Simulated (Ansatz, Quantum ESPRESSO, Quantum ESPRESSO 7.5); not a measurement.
# Band edges of 2H-TiCl2, 1 layer under strain

How do the band edges of 2H-TiCl2, 1 layer move against the vacuum when the sheet is stretched?

Method: plane-wave DFT, PBE, GBRV ultrasoft pseudopotentials (geometry by Ansatz 0.2.0 with PAW datasets; geometry under PBE), in Quantum ESPRESSO 7.5.

**1. The starting structure**

The cell holds 3 atoms: 2 Cl and 1 Ti. Its edges and angles: a = 3.377 Å, b = 3.377 Å, c = 18.319 Å, α = 90.0°, β = 90.0°, γ = 120.0°. It derives from TiCl2. Vacuum lies along c.

This sheet is a model structure: its symmetry is held, and its stability is not tested here.

**2. Relaxation with Ansatz**

The geometry comes first, from a plane-wave PAW code, so that the later runs on this slab share one structure.

input.yaml reads:

```yaml
crystal:
  lattice:
    - [3.37656, 0.0, 0.0]
    - [-1.68828, 2.9241867374, 0.0]
    - [0.0, 0.0, 18.3185624531]
  atoms:
    - { symbol: Cl, position: [0.3333333333, 0.6666666667, 0.409420773] }
    - { symbol: Ti, position: [0.0, 0.0, 0.5] }
    - { symbol: Cl, position: [0.3333333333, 0.6666666667, 0.590579227] }
kpoints:
  mp_grid: { grid: [12, 12, 1] }
hamiltonian:
  xc: pbe
scf:
  occupations: { method: fermi_dirac, width: 0.05 }
  convergence: { dr2_threshold: 1.0e-08 }
efield:
  axis: 3
  dipole_correction: true
  ramp_position: 0.97
  ramp_width: 0.04
relax:
  f_tol: 0.01
  cell: { fix: [c, alpha, beta] }
output:
  write_potential: true
  write_density: true
  volumetric_format: npy
```

Command:

```console
$ ansatz run input.yaml --threads 2 --pin off --max-ram 4096MiB --backend cpu --events-out ev --progress --plain --runs-dir out
```

Numbers of over 12 decimals in the logs are rounded to 6 here.

The log of the run:

```text
Warning: relax.cell: scf.convergence.dr2_threshold = 1e-8 eV is looser than the 3e-10 eV advised for a relaxation that steers and ends on the stress (1e-10 eV for each atom of the cell: 3). What an SCF threshold leaves in a stress goes as its square root, and in the free energy as the threshold itself, and one threshold admits the most on a small cell: [figures from the program's tests cut] Set scf.convergence.dr2_threshold to 3e-10 eV or tighter. The threshold is an SCF's pass mark: one that does not reach it within its budget of iterations ends unconverged, or closes short of it on a stop that the run arms, and scf.convergence.dr2_threshold's page says what that costs each kind of run
Engine: ansatz 0.2.0, aarch64-unknown-linux-gnu
Pseudopotentials: kind: paw
Pseudopotential: Cl, paw, valence charge 7, recommended cutoff 420 eV (normal), Cl.paw.azcp
Pseudopotential: Ti, paw, valence charge 12, recommended cutoff 420 eV (normal), Ti.paw.azcp
Functional definition: PBE
  parameter kappa = 0.804
  parameter beta = 0.066725
  exchange = pbe_x(kappa = kappa, mu = beta*pi^2/3)
  correlation = pbe_c(beta = beta)
Crystal: 3 atoms, lattice volume = 180.872 Å³
Basis set: ecut = 420 eV, 3529 PW (Γ), exchange–correlation on 48×48×250 points (8 copies of the dense FFT grid, shifted against one another)
Bands: 17, of which v1, the nominal top of the filled ones, is band 13 counted from 1 (12 counted from 0)
Symmetry: 6 space group operations
k-points: 19 of 144 (time reversal used)
Non-local potential: Cl, projectors of the file, l = 0: 2, l = 1: 2, l = 2: 2
Non-local potential: Ti, projectors of the file, l = 0: 3, l = 1: 2, l = 2: 3, l = 3: 1
PAW form: soft (Blöchl's): semilocal exchange-correlation on the pseudo side does not see the compensation charge
PAW one-centre angular grid: Cl, 110 points (default); XC on 64 Gauss nodes
PAW one-centre angular grid: Ti, 590 points (default); XC on 64 Gauss nodes
Initial density: superposition of atomic densities (neutral atoms: chi_scale 0, normalization atom), corrected by the library's trained network
Initial wavefunctions: pseudopotential atomic-orbital guess
Functional: x = pbe(κ = 0.804, μ = 0.219515), c = pbe(β = 0.066725)
SCF iter   1: F=—  HF=-4663.092988 eV  |F-HF|=—  |Δ(HF+E_count)|=         —  Δρ=2.51e-3  dr2=8.93e-3  ethr=1.77e-3  p=0.000 e·Å  D=4.35e-4 V/Å  ΔV_dip=-0.01 eV  dr2_dipole=4.86e-7  V_vac-E_F(+/−)=4.28/4.29 eV  ⟨swp⟩=7.8  Hψ=1946  notcnv=0
efield: sawtooth ramp at fractional position 0.9700 (set: `efield.ramp_position`, or a place that a band, a saddle search or an elastic batch's reference lends), width 0.0400; the density the first Hamiltonian is built on has a dipole p = 0.000 e·Å; the dipole correction subtracts the counter field D = 4.35e-4 V/Å, which shifts the + side's vacuum level by -0.01 eV against the − side's; the planar-averaged density in the ramp window peaks in size at 3.9e-5 e/Å³
preconditioner: auto → none  [insulator: Δε(μ)=0.781 eV  Ē_g=8.479 eV  σ=0.050 eV  W_gap=1.00  n_scr=10 (ndim 8)  ℏωp=11.7 eV  f_vac=0.638  D(μ)=0.00/eV (n_scr^D=0)  ε∞_Penn≈2.9]
SCF iter   2: F=—  HF=-4663.096519 eV  |F-HF|=—  |Δ(HF+E_count)|=   3.53e-3  Δρ=1.65e-3  dr2=8.42e-3  ethr=3.44e-5  p=-0.000 e·Å  D=-5.83e-5 V/Å  ΔV_dip=0.00 eV  dr2_dipole=6.02e-7  V_vac-E_F(+/−)=4.12/4.12 eV  ⟨swp⟩=2.0  Hψ=653  notcnv=0
SCF iter   3: F=—  HF=-4663.096195 eV  |F-HF|=—  |Δ(HF+E_count)|=   3.23e-4  Δρ=1.10e-3  dr2=3.00e-3  ethr=3.24e-5  p=0.000 e·Å  D=2.76e-4 V/Å  ΔV_dip=-0.01 eV  dr2_dipole=6.20e-7  V_vac-E_F(+/−)=4.25/4.26 eV  ⟨swp⟩=2.0  Hψ=532  notcnv=0
SCF iter   4: F=—  HF=-4663.096337 eV  |F-HF|=—  |Δ(HF+E_count)|=   1.41e-4  Δρ=5.10e-4  dr2=4.60e-4  ethr=1.15e-5  p=0.000 e·Å  D=3.47e-5 V/Å  ΔV_dip=-0.00 eV  dr2_dipole=3.59e-9  V_vac-E_F(+/−)=4.22/4.22 eV  ⟨swp⟩=2.0  Hψ=342  notcnv=0
SCF iter   5: F=—  HF=-4663.096518 eV  |F-HF|=—  |Δ(HF+E_count)|=   1.82e-4  Δρ=1.35e-4  dr2=2.36e-5  ethr=1.77e-6  p=0.000 e·Å  D=2.63e-4 V/Å  ΔV_dip=-0.00 eV  dr2_dipole=1.19e-6  V_vac-E_F(+/−)=4.19/4.19 eV  ⟨swp⟩=2.0  Hψ=452  notcnv=0
SCF iter   6: F=—  HF=-4663.096546 eV  |F-HF|=—  |Δ(HF+E_count)|=   2.75e-5  Δρ=3.60e-5  dr2=5.38e-6  ethr=9.09e-8  p=-0.000 e·Å  D=-2.76e-4 V/Å  ΔV_dip=0.01 eV  dr2_dipole=1.48e-6  V_vac-E_F(+/−)=4.19/4.19 eV  ⟨swp⟩=2.4  Hψ=545  notcnv=0
SCF iter   7: F=—  HF=-4663.096447 eV  |F-HF|=—  |Δ(HF+E_count)|=   9.89e-5  Δρ=1.86e-5  dr2=2.87e-7  ethr=2.07e-8  p=0.000 e·Å  D=5.63e-6 V/Å  ΔV_dip=-0.00 eV  dr2_dipole=6.21e-10  V_vac-E_F(+/−)=4.19/4.19 eV  ⟨swp⟩=2.1  Hψ=427  notcnv=0
SCF iter   8: F=—  HF=-4663.096447 eV  |F-HF|=—  |Δ(HF+E_count)|=   1.52e-7  Δρ=3.85e-6  dr2=1.31e-8  ethr=1.11e-9  p=-0.000 e·Å  D=-8.22e-7 V/Å  ΔV_dip=0.00 eV  dr2_dipole=2.66e-11  V_vac-E_F(+/−)=4.19/4.19 eV  ⟨swp⟩=2.0  Hψ=497  notcnv=0
SCF iter   9: F=-4663.096447 eV  HF=-4663.096447 eV  |F-HF|=1.01e-8  |Δ(HF+E_count)|=   6.67e-9  Δρ=1.17e-6  dr2=1.12e-9  ethr=3.85e-11  p=0.000 e·Å  D=1.00e-6 V/Å  ΔV_dip=-0.00 eV  dr2_dipole=1.48e-12  V_vac-E_F(+/−)=4.19/4.19 eV  ⟨swp⟩=9.0  Hψ=2071  notcnv=0
SCF 1 converged in 9 iterations: F = -4663.096447 eV  dr2 = 1.12e-9
  greatest PAW one-centre occupation: 0.999 electrons in one spin orbital (limit 2), on the Ti atom at site 1 (counted from 0), in its partial waves of l = 0
relax step   1: F+E_penalty+E_count = -4663.09644708 eV  Δ(F+E_penalty+E_count) = +0.000e0 eV  max|allowed force component| = 8.830e-1 eV/Å  Δτ_max = 0.0000 Å  P = -2.245 GPa  Ω = 180.872 Å³  fix = [c, alpha, beta]  reactions: c -2.596 GPa  (9 SCF iters, accepted)
Crystal: 3 atoms, lattice volume = 174.553 Å³
Basis set: ecut = 420 eV, 3457 PW (Γ), exchange–correlation on 48×48×250 points (8 copies of the dense FFT grid, shifted against one another)
Initial density: handed on by an earlier stage of this run
Initial wavefunctions: those handed on with the density
iter 1 solved again at ethr=7.26e-4 eV; its pass at ethr=3.10e-3 eV (dr2=1.89e-1 eV) is discarded
SCF iter   1: F=—  HF=-4663.267823 eV  |F-HF|=—  |Δ(HF+E_count)|=         —  Δρ=6.27e-3  dr2=1.93e-1  ethr=7.26e-4  p=0.000 e·Å  D=2.15e-6 V/Å  ΔV_dip=-0.00 eV  dr2_dipole=1.83e-10  V_vac-E_F(+/−)=4.26/4.26 eV  ⟨swp⟩=1.4  Hψ=2268  notcnv=0
[...]
SCF iter   4: F=—  HF=-4663.241687 eV  |F-HF|=—  |Δ(HF+E_count)|=   3.43e-5  Δρ=2.60e-4  dr2=2.19e-4  ethr=3.36e-7  p=0.000 e·Å  D=3.04e-5 V/Å  ΔV_dip=-0.00 eV  dr2_dipole=1.56e-8  V_vac-E_F(+/−)=3.83/3.83 eV  ⟨swp⟩=2.0  Hψ=546  notcnv=0
SCF iter   5: F=—  HF=-4663.241653 eV  |F-HF|=—  |Δ(HF+E_count)|=   3.40e-5  Δρ=6.02e-5  dr2=7.80e-6  ethr=3.36e-7  p=-0.000 e·Å  D=-7.63e-7 V/Å  ΔV_dip=0.00 eV  dr2_dipole=7.06e-11  V_vac-E_F(+/−)=3.84/3.84 eV  ⟨swp⟩=2.1  Hψ=454  notcnv=0
SCF iter   6: F=—  HF=-4663.241550 eV  |F-HF|=—  |Δ(HF+E_count)|=   1.03e-4  Δρ=1.10e-5  dr2=3.34e-7  ethr=3.00e-8  p=0.000 e·Å  D=3.21e-5 V/Å  ΔV_dip=-0.00 eV  dr2_dipole=1.74e-8  V_vac-E_F(+/−)=3.84/3.84 eV  ⟨swp⟩=2.5  Hψ=493  notcnv=0
SCF iter   7: F=—  HF=-4663.241550 eV  |F-HF|=—  |Δ(HF+E_count)|=   5.94e-8  Δρ=5.66e-6  dr2=3.54e-7  ethr=1.28e-9  p=-0.000 e·Å  D=-7.55e-5 V/Å  ΔV_dip=0.00 eV  dr2_dipole=1.08e-7  V_vac-E_F(+/−)=3.85/3.84 eV  ⟨swp⟩=2.2  Hψ=520  notcnv=0
SCF iter   8: F=-4663.241550 eV  HF=-4663.241550 eV  |F-HF|=1.86e-9  |Δ(HF+E_count)|=   7.02e-8  Δρ=1.03e-6  dr2=2.25e-9  ethr=3.85e-11  p=0.000 e·Å  D=4.54e-6 V/Å  ΔV_dip=-0.00 eV  dr2_dipole=2.18e-10  V_vac-E_F(+/−)=3.84/3.84 eV  ⟨swp⟩=8.3  Hψ=2364  notcnv=0
SCF 3 converged in 8 iterations: F = -4663.241550 eV  dr2 = 2.25e-9
relax step   3: F+E_penalty+E_count = -4663.24155023 eV  Δ(F+E_penalty+E_count) = -1.076e-2 eV  max|allowed force component| = 2.502e-2 eV/Å  Δτ_max = 0.0323 Å  P = +0.062 GPa  Ω = 169.451 Å³  energy of the carried Pulay correction = +1.576e-4 eV  fix = [c, alpha, beta]  reactions: c -0.076 GPa  (8 SCF iters, accepted)
[...]
relax step   4: F+E_penalty+E_count = -4663.24204134 eV  Δ(F+E_penalty+E_count) = -4.911e-4 eV  max|allowed force component| = 3.196e-3 eV/Å  Δτ_max = 0.0048 Å  P = -0.010 GPa  Ω = 170.433 Å³  energy of the carried Pulay correction = +1.437e-4 eV  fix = [c, alpha, beta]  reactions: c -0.011 GPa  (7 SCF iters, accepted)
Initial wavefunctions: pseudopotential atomic-orbital guess (no wavefunctions were taken with the density)
iter 1 solved again at ethr=9.49e-7 eV; its pass at ethr=3.10e-3 eV (dr2=2.47e-4 eV) is discarded
SCF iter   1: F=—  HF=-4663.241953 eV  |F-HF|=—  |Δ(HF+E_count)|=         —  Δρ=2.45e-5  dr2=1.29e-7  ethr=9.49e-7  p=0.000 e·Å  D=1.11e-6 V/Å  ΔV_dip=-0.00 eV  dr2_dipole=9.13e-13  V_vac-E_F(+/−)=3.85/3.85 eV  ⟨swp⟩=3.4  Hψ=3004  notcnv=0
efield: sawtooth ramp at fractional position 0.9700 (set: `efield.ramp_position`, or a place that a band, a saddle search or an elastic batch's reference lends), width 0.0400; the density the first Hamiltonian is built on has a dipole p = 0.000 e·Å; the dipole correction subtracts the counter field D = 1.11e-6 V/Å, which shifts the + side's vacuum level by -0.00 eV against the − side's; the planar-averaged density in the ramp window peaks in size at 1.2e-6 e/Å³
eigensolver tolerance schedule: the retry pair's looser diagonalisation over-reported the residual by 1904.71 of it (diagonalisation noise at 1.40 of the residual, at the tolerance the schedule requests for it); recorded, not acted on — ethr = c·dr2/N_el stays at c = 1.0e-1
preconditioner: auto → none  [insulator: Δε(μ)=0.937 eV  Ē_g=9.091 eV  σ=0.050 eV  W_gap=1.00  n_scr=10 (ndim 8)  ℏωp=12.1 eV  f_vac=0.646  D(μ)=0.00/eV (n_scr^D=0)  ε∞_Penn≈2.8]
SCF iter   2: F=—  HF=-4663.241849 eV  |F-HF|=—  |Δ(HF+E_count)|=   1.04e-4  Δρ=1.21e-5  dr2=3.11e-8  ethr=4.98e-10  p=0.000 e·Å  D=4.09e-7 V/Å  ΔV_dip=-0.00 eV  dr2_dipole=4.41e-12  V_vac-E_F(+/−)=3.85/3.85 eV  ⟨swp⟩=3.5  Hψ=748  notcnv=0
SCF iter   3: F=-4663.241849 eV  HF=-4663.241849 eV  |F-HF|=6.97e-9  |Δ(HF+E_count)|=   5.01e-8  Δρ=1.88e-6  dr2=8.35e-9  ethr=3.85e-11  p=0.000 e·Å  D=4.15e-6 V/Å  ΔV_dip=-0.00 eV  dr2_dipole=1.73e-10  V_vac-E_F(+/−)=3.85/3.85 eV  ⟨swp⟩=10.5  Hψ=2444  notcnv=0
SCF 5 converged in 3 iterations: F = -4663.241849 eV  dr2 = 8.35e-9
relax step   5: F+E_penalty+E_count = -4663.24184919 eV  Δ(F+E_penalty+E_count) = +1.922e-4 eV  max|allowed force component| = 3.114e-3 eV/Å  Δτ_max = 0.0000 Å  P = -0.009 GPa  Ω = 170.433 Å³  fix = [c, alpha, beta]  reactions: c -0.009 GPa  stress off target by 8.55e-3 GPa on what of the cell is left free  SCF on the basis re-selected at this cell (its energy is not comparable with the rows above)  (3 SCF iters)
basis re-selected at this cell: Δ(F+E_penalty+E_count) = +1.922e-4 eV, ΔP = +0.002 GPa vs the last step (what re-selecting the basis moved, of the pressure what is left beyond the Pulay correction that the steps carried, after the strain that the cell walked since its last selection, with what the two solves' SCF thresholds leave and, on support functions, any second-order correction that the steps lacked; it is no m [...]
WARN: The output density's exchange-correlation potential varies sharply where the density is thin. Do not read a vacuum level from v_tot or v_xc, or from such a field of the output density. On a cell that repeats whose density bears no net charge and no dipole along the vacuum's axis use v_es (v_loc + v_h of the components); under efield.dipole_correction with no amplitude use v_es + v_field, which holds any externa [...]
SCF converged after 3 iterations
Free energy (F): -4663.241849 eV
Harris-Foulkes:  -4663.241849 eV  (|F-HF|=6.97e-9)
Internal energy: -4663.241840 eV  (E = F + TS)
E sigma→0 (E₀):  -4663.241844 eV
Entropy (-TS):   -0.000010 eV (-0.003 meV/atom)
Fermi energy:    0.585480 eV
Dipole field:    D = -0.000015 V/Å  (p = -0.000014 e·Å, saw-weighted, corrected)
Work function:   Φ+ = 3.8462 eV   Φ− = 3.8459 eV
Levels:          The Fermi level and band energies are counted from a zero that moves with the ramp; work functions are not
--- Per-component energies (eV) ---
  E_band       = -447.252759
  E_kinetic    = 596.315221
  E_local      = -12965.315407  (includes V_loc(G=0)·N_el)
  E_nonlocal   = 65.824080
  E_hartree    = 6193.858099
  E_xc         = -312.403637
  E_vxc        = -367.061197  (∫ρ·V_xc dr)
  E_paw        = -2366.359407  (= ΣΔE_a)
  E_vpaw       = -164.726225  (= ΣTr[D̂ρ^β])
  E_aug_tail   = 0.000299  (compensation charges beyond the density's cutoff)
  E_efield     = 0.000000  (sawtooth field / dipole correction)
  E_vefield    = 0.000072  (∫n·V_field dr)
  E_ewald      = 4124.838911
  E_smearing   = -0.000010  (= −TS)
  E_closure    = -0.000000  (closes the sum)
  Σ components = -4663.241849   (vs F -4663.241849, Δ=0.00e0)
--- Forces (eV/Å), atoms counted from 1 ---
  atom   1  Cl     0.00000000    -0.00000000     0.00311711
  atom   2  Ti     0.00000000     0.00000000    -0.00000057
  atom   3  Cl     0.00000000    -0.00000000    -0.00310776
  max |Σ_I F_I| component: 8.78e-6 eV/Å
--- Stress (GPa, compression-positive) ---
       -0.008547       0.000000      -0.000000
        0.000000      -0.008547      -0.000000
       -0.000000      -0.000000      -0.009101
  P = ⅓ Tr σ = -0.0087 GPa (-0.087 kbar)
--- Band table (eV; the first three rows and the last of 19) ---
  k-point 0: bands = [... 9 lower, -3.9294, -3.5443, -3.5443, -0.0123, 1.1824, 1.1824, 1.4511, 1.4511]
  k-point 1: bands = [... 9 lower, -3.9371, -3.7458, -3.6355, -0.0419, 1.1459, 1.2040, 1.4422, 1.5368]
  k-point 2: bands = [... 9 lower, -4.1677, -3.9624, -3.8662, -0.1744, 1.1486, 1.2849, 1.4961, 1.7448]
  k-point 18: bands = [... 9 lower, -5.7389, -5.4649, -4.3823, 0.1698, 1.3794, 1.9885, 2.2446, 2.6291]
--- Relaxed structure (4 steps of the walk, 4 accepted, 1 SCFs on fresh bases) ---
  F+E_penalty+E_count = -4663.24184919 eV   max|allowed force component| = 3.114e-3 eV/Å   (the final SCF, on the basis selected at the relaxed cell)
  cell:  # Å, volume = 170.4335 Å³
    - [3.277679, 0.0, 0]
    - [-1.638840, 2.838553, 0]
    - [0, 0, 18.3185624531]
  atoms:
    - { symbol: Cl, position: [0.333333, 0.666667, 0.413604] }
    - { symbol: Ti, position: [0, -2.8783559898885975e-17, 0.500000] }
    - { symbol: Cl, position: [0.333333, 0.666667, 0.586396] }
```

The job ended after 14 s (2 threads of Arm Neoverse V1, shared host; peak memory 0.4 GiB).

Relaxation path:

```csv
step,energy less that of the first step (eV),largest force component (eV/Å),pressure (GPa),volume (Å³)
1,0.0000,0.8830,-2.24,180.87
2,-0.1343,0.1716,-0.17,174.55
3,-0.1451,0.0250,0.06,169.45
4,-0.1456,0.0032,-0.01,170.43
5*,-0.1454,0.0031,-0.01,170.43
```

Relaxation steps marked * repeat the geometry before them on a plane-wave basis chosen anew for their cell, so energy and pressure can jump there.

Forces are held to the 6 operations that the run works with; a distortion that breaks them can't arise in this run.

| cell as run | before | after | change |
| --- | --- | --- | --- |
| a (Å) | 3.377 | 3.278 | -2.9 % |
| b (Å) | 3.377 | 3.278 | -2.9 % |

The atoms that moved most (Å, along periodic axes as changes of fractional coordinates times the final cell, across vacuum about the mean position):

| atom | dx | dy | dz | length |
| --- | --- | --- | --- | --- |
| Cl1 | 0.000 | 0.000 | 0.077 | 0.077 |
| Cl3 | 0.000 | 0.000 | -0.077 | 0.077 |

The relaxed structure:

```xyz
3
Lattice="3.2777 0.0000 0.0000 -1.6388 2.8386 0.0000 0.0000 0.0000 18.3186" Properties=species:S:1:pos:R:3
Cl    0.0000    1.8924    7.5766
Ti    0.0000    0.0000    9.1593
Cl    0.0000    1.8924   10.7419
```

Read from the output:

```
free energy                                                      : -4663.2418 eV
Fermi energy                                                     : 0.5855 eV
gap by band count                                                : 0.9371 eV
symmetry operations                                              : 6
dipole along the normal                                          : -1.42e-5 e·Å
vacuum level at the upper face over a Fermi level inside the gap : 3.846 eV
vacuum level at the lower face over a Fermi level inside the gap : 3.846 eV
```

[end of part 1 of 2]

[Logs are printed without paths, hosts, clocks, repeated set-up lines and the standing remarks that a program may print on its own settings, such as how far it seeks lower states.]

[Hosts, paths, dates, database ids (printed as entryN), source tags and the programs' standing remarks are cut or masked in the printed files.]

[Maps of the electrostatic potential energy from Ansatz leave out the sawtooth potential of an applied field or a dipole correction, so their vacuum need not be flat; planar profiles and work functions include it.]
